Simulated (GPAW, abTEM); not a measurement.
## PtSe2 monolayer, S on a Se site: the scripts behind a bonding study

Short scripts, each with its output. The sheet lies in the middle of a cell with vacuum above and below.

## 1. Build the all-electron density and subtract free atoms

```text
cell
1.0
    11.250000000    0.000000000    0.000000000
     0.000000000   12.990381057    0.000000000
     0.000000000    0.000000000   11.820000000
Pt Se S
12 23 1
Direct
0.999805385 0.000655670 0.499798654
0.167145523 0.250651924 0.500807661
0.000005401 0.500740554 0.501494401
0.166498873 0.750343169 0.500523002
0.333374480 0.999616817 0.500741674
0.499923034 0.250164151 0.500046486
0.335858099 0.501640829 0.500302875
0.499917183 0.747539624 0.499991139
0.666268276 0.999576610 0.500422290
0.832526844 0.250925436 0.500634215
0.664098399 0.501727529 0.500182886
0.833311025 0.750287022 0.499930293
0.166446090 0.083144714 0.610695512
0.999782098 0.168423607 0.389873728
0.999861645 0.333245725 0.611069798
0.168017978 0.418435675 0.391973467
0.168043156 0.583654118 0.611761177
0.000056877 0.667341562 0.389703056
0.999644226 0.833614765 0.610674972
0.166650350 0.917199460 0.389575297
0.500066515 0.083081974 0.611007887
0.333358333 0.166735593 0.389762473
0.334608211 0.333927159 0.611272394
0.499987433 0.416739125 0.387944910
0.332249460 0.667775431 0.388238614
0.333731441 0.831779246 0.611486868
0.499757718 0.915441867 0.391242451
0.832948082 0.083265633 0.610444024
0.666273282 0.166880267 0.389681006
0.665202880 0.334208311 0.611421853
0.832134475 0.418730605 0.391741201
0.831796266 0.583751603 0.611302098
0.667438873 0.667654009 0.387874148
0.666194858 0.831809677 0.611240404
0.833142816 0.917274385 0.389079048
0.500122941 0.583190925 0.598728353
```

```python
import numpy as np
from ase.io import read
from ase.units import Bohr
from gpaw import GPAW, PW, FermiDirac
from gpaw.calculator import GPAW as OldGPAW
from gpaw.mpi import serial_comm, world
from scipy.special import erfc
from scipy.spatial import cKDTree

atoms = read("cell.vasp")
atoms.calc = GPAW(mode=PW(500), xc="PBE", kpts={"size": (1, 1, 1), "gamma": True},
                 occupations=FermiDirac(0.05), maxiter=160, symmetry={"tolerance": 1e-5}, txt="scf.txt")
atoms.get_potential_energy()
rho = atoms.calc.get_all_electron_density(gridrefinement=2)
moments = atoms.get_magnetic_moments() if atoms.calc.get_number_of_spins() == 2 else np.zeros(len(atoms))
total = atoms.get_magnetic_moment() if moments.any() else 0.0
if world.rank == 0:
    free = OldGPAW(mode=PW(500), xc="PBE", txt=None, communicator=serial_comm)
    neutral = atoms.copy()
    neutral.set_initial_magnetic_moments(None)
    free.initialize(neutral)
    free.set_positions(neutral)
    drho = rho - free.get_all_electron_density(gridrefinement=2)
    # GPAW starts from confined atoms: exchange their smooth part for that of the datasets' free atoms
    h = np.stack(np.meshgrid(*[np.fft.fftfreq(n, 1 / n) for n in drho.shape], indexing="ij"), -1)
    gabs = np.linalg.norm(h @ atoms.cell.reciprocal(), axis=-1)
    tails = np.fft.fftn(free.get_pseudo_density(gridrefinement=2))
    g, form, v0 = np.linspace(0, gabs.max(), 1500), {}, 0
    for e in set(atoms.symbols):
        idx = atoms.symbols.search(e)
        d = free.setups[idx[0]].data
        r, w = d.rgd.r_g * Bohr, d.rgd.r_g**2 * d.rgd.dr_g
        j0 = np.sinc(2 * g[:, None] * r)
        smooth = sum(f * p**2 for f, p in zip(d.f_j, d.phit_jg)) + np.sqrt(4 * np.pi) * d.nct_g
        full = sum(f * p**2 for f, p in zip(d.f_j, d.phi_jg)) + np.sqrt(4 * np.pi) * d.nc_g
        phase = sum(np.exp(-2j * np.pi * h @ s) for s in atoms.get_scaled_positions()[idx])
        tails -= np.interp(gabs, g, j0 @ (smooth * w)) * phase * drho.size / atoms.get_volume()
        form[e] = j0 @ (full * w)
        v0 += 2 * np.pi / 3 * 14.3996 * (full * w * r**2).sum() * len(idx)  # V A^3
    tails *= 0.5 * erfc((gabs - 1.8) / 0.25)  # the tails differ at long wavelengths alone
    drho += np.fft.ifftn(tails).real  # crystal minus superposed spherical free atoms
    np.save("drho.npy", drho)
    dv = atoms.get_volume() / drho.size
    print("grid", drho.shape, " electrons %.3f" % (rho.sum() * dv), " moved by bonding %.3f e" % (abs(drho).sum() * dv / 2))
    pts = np.indices(drho.shape).reshape(3, -1).T / drho.shape @ atoms.cell
    shifts = (np.indices((3, 3, 3)).reshape(3, -1).T - 1) @ atoms.cell
    images = (atoms.positions[None] + shifts[:, None]).reshape(-1, 3)
    dist, idx = cKDTree(images).query(pts, k=4)
    out = drho.ravel()[dist[:, 0] > 0.5]
    print("deformation density beyond 0.5 A of the nuclei: max %.3f, min %.3f e/A^3" % (out.max(), out.min()))
    tie = dist < dist[:, :1] + 1e-4
    q = -np.bincount((idx % len(atoms))[tie], (drho.ravel()[:, None] / tie.sum(1, keepdims=True) * tie)[tie], len(atoms)) * dv
    print("atom        x       y       z   Voronoi charge  moment")
    for a, s, c, m in zip(atoms, atoms.get_scaled_positions(), q, moments):
        print("%-2s%-3d %7.4f %7.4f %7.4f %10.3f %10.2f" % (a.symbol, a.index + 1, *s, c, m))
    np.savez("free.npz", g=g, **form)
    print("mean inner potential of superposed free atoms %.3f V" % (v0 / atoms.get_volume()))
    print("total magnetic moment %.3f muB" % total)
```

```console
$ OMP_NUM_THREADS=1 mpirun -n 4 gpaw python run.py > gpaw.log
```

```text
grid (120, 140, 126)  electrons 1734.000  moved by bonding 9.208 e
deformation density beyond 0.5 A of the nuclei: max 0.306, min -0.766 e/A^3
atom        x       y       z   Voronoi charge  moment
Pt1    0.9998  0.0007  0.4998      0.091       0.00
Pt2    0.1671  0.2507  0.5008      0.090       0.00
Pt3    0.0000  0.5007  0.5015      0.090       0.00
Pt4    0.1665  0.7503  0.5005      0.092       0.00
Pt5    0.3334  0.9996  0.5007      0.090       0.00
Pt6    0.4999  0.2502  0.5000      0.092       0.00
Pt7    0.3359  0.5016  0.5003      0.112       0.00
Pt8    0.4999  0.7475  0.5000      0.113       0.00
Pt9    0.6663  0.9996  0.5004      0.091       0.00
Pt10   0.8325  0.2509  0.5006      0.091       0.00
Pt11   0.6641  0.5017  0.5002      0.112       0.00
Pt12   0.8333  0.7503  0.4999      0.092       0.00
Se13   0.1664  0.0831  0.6107     -0.045       0.00
Se14   0.9998  0.1684  0.3899     -0.045       0.00
Se15   0.9999  0.3332  0.6111     -0.042       0.00
Se16   0.1680  0.4184  0.3920     -0.044       0.00
Se17   0.1680  0.5837  0.6118     -0.042       0.00
Se18   0.0001  0.6673  0.3897     -0.048       0.00
Se19   0.9996  0.8336  0.6107     -0.044       0.00
Se20   0.1667  0.9172  0.3896     -0.046       0.00
Se21   0.5001  0.0831  0.6110     -0.044       0.00
Se22   0.3334  0.1667  0.3898     -0.046       0.00
Se23   0.3346  0.3339  0.6113     -0.045       0.00
Se24   0.5000  0.4167  0.3879     -0.042       0.00
Se25   0.3322  0.6678  0.3882     -0.043       0.00
Se26   0.3337  0.8318  0.6115     -0.043       0.00
Se27   0.4998  0.9154  0.3912     -0.044       0.00
Se28   0.8329  0.0833  0.6104     -0.046       0.00
Se29   0.6663  0.1669  0.3897     -0.046       0.00
Se30   0.6652  0.3342  0.6114     -0.043       0.00
Se31   0.8321  0.4187  0.3917     -0.044       0.00
Se32   0.8318  0.5838  0.6113     -0.043       0.00
Se33   0.6674  0.6677  0.3879     -0.041       0.00
Se34   0.6662  0.8318  0.6112     -0.044       0.00
Se35   0.8331  0.9173  0.3891     -0.047       0.00
S 36   0.5001  0.5832  0.5987     -0.138       0.00
mean inner potential of superposed free atoms 8.363 V
total magnetic moment 0.000 muB
```

Time: 2.9 min on 4 cores of Arm Neoverse N1 (shared host), peak memory 2.4 GiB.

## 2. Scan a probe

```python
import abtem
import numpy as np
from ase.build import make_supercell
from ase.io import read

abtem.config.set({"dask.lazy": False, "fft": "fftw", "diagnostics.progress_bar": False})
M = [[1, 0, 0], [0, 1, 0], [0, 0, 1]]  # rows: x, y and beam direction in the primitive cell's axes
unit = make_supercell(read("cell.vasp"), M)
unit.set_cell(list(unit.cell.lengths()) + [90, 90, 90], scale_atoms=True)
unit.positions[:, 2] += 0.4947  # keeps atomic planes off the slice boundaries
unit.wrap()
slab = unit * (2, 1, 1)
print(slab.get_chemical_formula(), "| box %.2f x %.2f x %.2f A" % tuple(slab.cell.lengths()))

# change of the potential by bonding, from the DFT deformation density (Poisson's equation term by term)
drho = np.load("drho.npy")
prim = read("cell.vasp")
h = np.stack(np.meshgrid(*[np.fft.fftfreq(n, 1 / n) for n in drho.shape], indexing="ij"), -1).reshape(-1, 3).astype(int)
g2 = ((h @ prim.cell.reciprocal()) ** 2).sum(1)
keep = (g2 > 0) & (g2 < 2.5**2)
shape = (81, 93, 72)
vg = np.zeros(shape, complex)
hm = h[keep] @ np.array(M).T
move = np.exp(-2j * np.pi * hm[:, 2] * (0.4947 / unit.cell[2, 2] - 0.5 / shape[2]))  # the same shift, sampled at mid-points
vg[tuple(hm.T % np.array(shape)[:, None])] = -14.3996 / np.pi * (np.fft.fftn(drho).ravel() / drho.size)[keep] / g2[keep] * move
dV = np.fft.ifftn(vg).real * vg.size
dV -= dV[:, :, 0].mean()  # zero in the vacuum
dV = dV.reshape(81, 93, 12, 6).mean(3) * unit.cell[2, 2] / 12  # V A, projected in each slice
dV = np.tile(dV.transpose(2, 0, 1), (1, 2, 1))


def build(atoms):
    p = abtem.Potential(atoms, gpts=(162, 93), slice_thickness=[slab.cell[2, 2] / 12] * 12,
                        parametrization="lobato", projection="finite", exit_planes=6).build()
    p.array[:] += BONDING * dV
    return p


def potentials():
    yield build(slab)  # atoms at rest


for label, BONDING in (("IAM", 0.0), ("DFT", 1.0)):
    print("=====", label)
    potential = build(slab)
    print("grid", potential.gpts, "slices", potential.num_slices)
    thickness = potential.exit_thicknesses
    probe = abtem.Probe(energy=80000, semiangle_cutoff=25, defocus=5.9)
    probe.grid.match(potential)
    print("wavelength %.5f A, largest angle on the grid %.0f mrad" % (probe.wavelength, min(probe.cutoff_angles)))
    detectors = {"ABF": (12, 25), "BF": (0, 12), "LAADF": (30, 80)}  # mrad
    columns = [  # name, x, y (A)
        ("S", 5.626, 7.576),
        ("Pt_1st", 7.471, 6.518),
        ("Se_2nd", 7.484, 4.341),
        ("Se_3rd", 9.362, 5.439),
        ("Pt_far", 11.248, 0.009),
        ("Se_far", 11.248, 2.188),
        ("void", 2.531, 6.495),
    ]
    scan = abtem.GridScan(start=(0.0000, 0.0000), end=(11.2500, 12.9904), gpts=(28, 33), endpoint=False)
    dets = [abtem.AnnularDetector(*v) for v in detectors.values()] + [abtem.PixelatedDetector(max_angle=38)]
    runs = [probe.scan(p, scan=scan, detectors=dets, max_batch=32) for p in potentials()]
    out = [sum(x[1:], x[0]) / len(x) for x in zip(*runs)]
    images = dict(zip(detectors, out))
    images["iCOM"] = out[-1].center_of_mass().integrate_gradient()
    np.save(label + "_pacbed.npy", out[-1].array.mean(axis=(1, 2)))
    print("PACBED pixel %.3f x %.3f mrad" % out[-1].angular_sampling)
    for name, im in images.items():
        im = im.interpolate(sampling=0.1, boundary="periodic").gaussian_filter(0.35)
        np.save(label + "_" + name + ".npy", im.array)
        print(name, "signal at the columns" + (", fraction of the beam" if name in detectors else ""))
        print("  t (A)     mean" + "".join("%10s" % c[0][:9] for c in columns))
        for t, a in list(zip(thickness, im.array))[1:]:
            at = [a[round((x - 0.0000) / im.sampling[0]) % a.shape[0], round((y - 0.0000) / im.sampling[1]) % a.shape[1]] for _, x, y in columns]
            print("%7.1f %8.5f" % (t, a.mean()) + "".join("%10.5f" % v for v in at))
```

```console
$ python run.py
```

```text
Pt24S2Se46 | box 22.50 x 12.99 x 11.82 A
===== IAM
grid (162, 93) slices 12
wavelength 0.04176 A, largest angle on the grid 100 mrad
PACBED pixel 1.856 x 3.214 mrad
ABF signal at the columns, fraction of the beam
  t (A)     mean         S    Pt_1st    Se_2nd    Se_3rd    Pt_far    Se_far      void
    5.9  0.75468   0.75661   0.75671   0.75655   0.74100   0.75673   0.74165   0.75572
   11.8  0.74373   0.74799   0.70454   0.73872   0.73910   0.70932   0.73979   0.74977
BF signal at the columns, fraction of the beam
  t (A)     mean         S    Pt_1st    Se_2nd    Se_3rd    Pt_far    Se_far      void
    5.9  0.23484   0.23606   0.23595   0.23608   0.22771   0.23593   0.22797   0.23559
   11.8  0.23154   0.23507   0.21440   0.23152   0.22832   0.21644   0.22859   0.23537
LAADF signal at the columns, fraction of the beam
  t (A)     mean         S    Pt_1st    Se_2nd    Se_3rd    Pt_far    Se_far      void
    5.9  0.00266   0.00044   0.00047   0.00046   0.01740   0.00047   0.01689   0.00137
   11.8  0.01306   0.00784   0.05288   0.01749   0.01895   0.04835   0.01842   0.00592
iCOM signal at the columns
  t (A)     mean         S    Pt_1st    Se_2nd    Se_3rd    Pt_far    Se_far      void
    5.9  0.00771   0.00407   0.00586   0.00404   0.02203   0.00585   0.02204   0.00656
   11.8  0.00771   0.00914   0.02419   0.01435   0.01464   0.02415   0.01473   0.00322
===== DFT
grid (162, 93) slices 12
wavelength 0.04176 A, largest angle on the grid 100 mrad
PACBED pixel 1.856 x 3.214 mrad
ABF signal at the columns, fraction of the beam
  t (A)     mean         S    Pt_1st    Se_2nd    Se_3rd    Pt_far    Se_far      void
    5.9  0.75470   0.75663   0.75672   0.75657   0.74104   0.75674   0.74168   0.75573
   11.8  0.74367   0.74800   0.70432   0.73871   0.73905   0.70911   0.73973   0.74972
BF signal at the columns, fraction of the beam
  t (A)     mean         S    Pt_1st    Se_2nd    Se_3rd    Pt_far    Se_far      void
    5.9  0.23483   0.23604   0.23594   0.23607   0.22773   0.23592   0.22798   0.23559
   11.8  0.23153   0.23506   0.21437   0.23150   0.22834   0.21641   0.22861   0.23537
LAADF signal at the columns, fraction of the beam
  t (A)     mean         S    Pt_1st    Se_2nd    Se_3rd    Pt_far    Se_far      void
    5.9  0.00266   0.00043   0.00047   0.00046   0.01738   0.00047   0.01686   0.00137
   11.8  0.01310   0.00785   0.05299   0.01752   0.01898   0.04846   0.01845   0.00595
iCOM signal at the columns
  t (A)     mean         S    Pt_1st    Se_2nd    Se_3rd    Pt_far    Se_far      void
    5.9  0.00794   0.00439   0.00614   0.00438   0.02216   0.00613   0.02216   0.00679
   11.8  0.00794   0.00904   0.02471   0.01453   0.01483   0.02472   0.01491   0.00343
```

Time: 37 s on 1 core of Arm Neoverse N1 (shared host), peak memory 0.82 GiB.

[Outputs are excerpts: Python notices, other lines and further rows are left out; steps that failed or that the build refused (PBEsol, TPSS) are not shown.]

[Logs are printed without paths, hosts, clocks, repeated set-up lines and the standing remarks that a program may print on its own settings, such as how far it seeks lower states.]
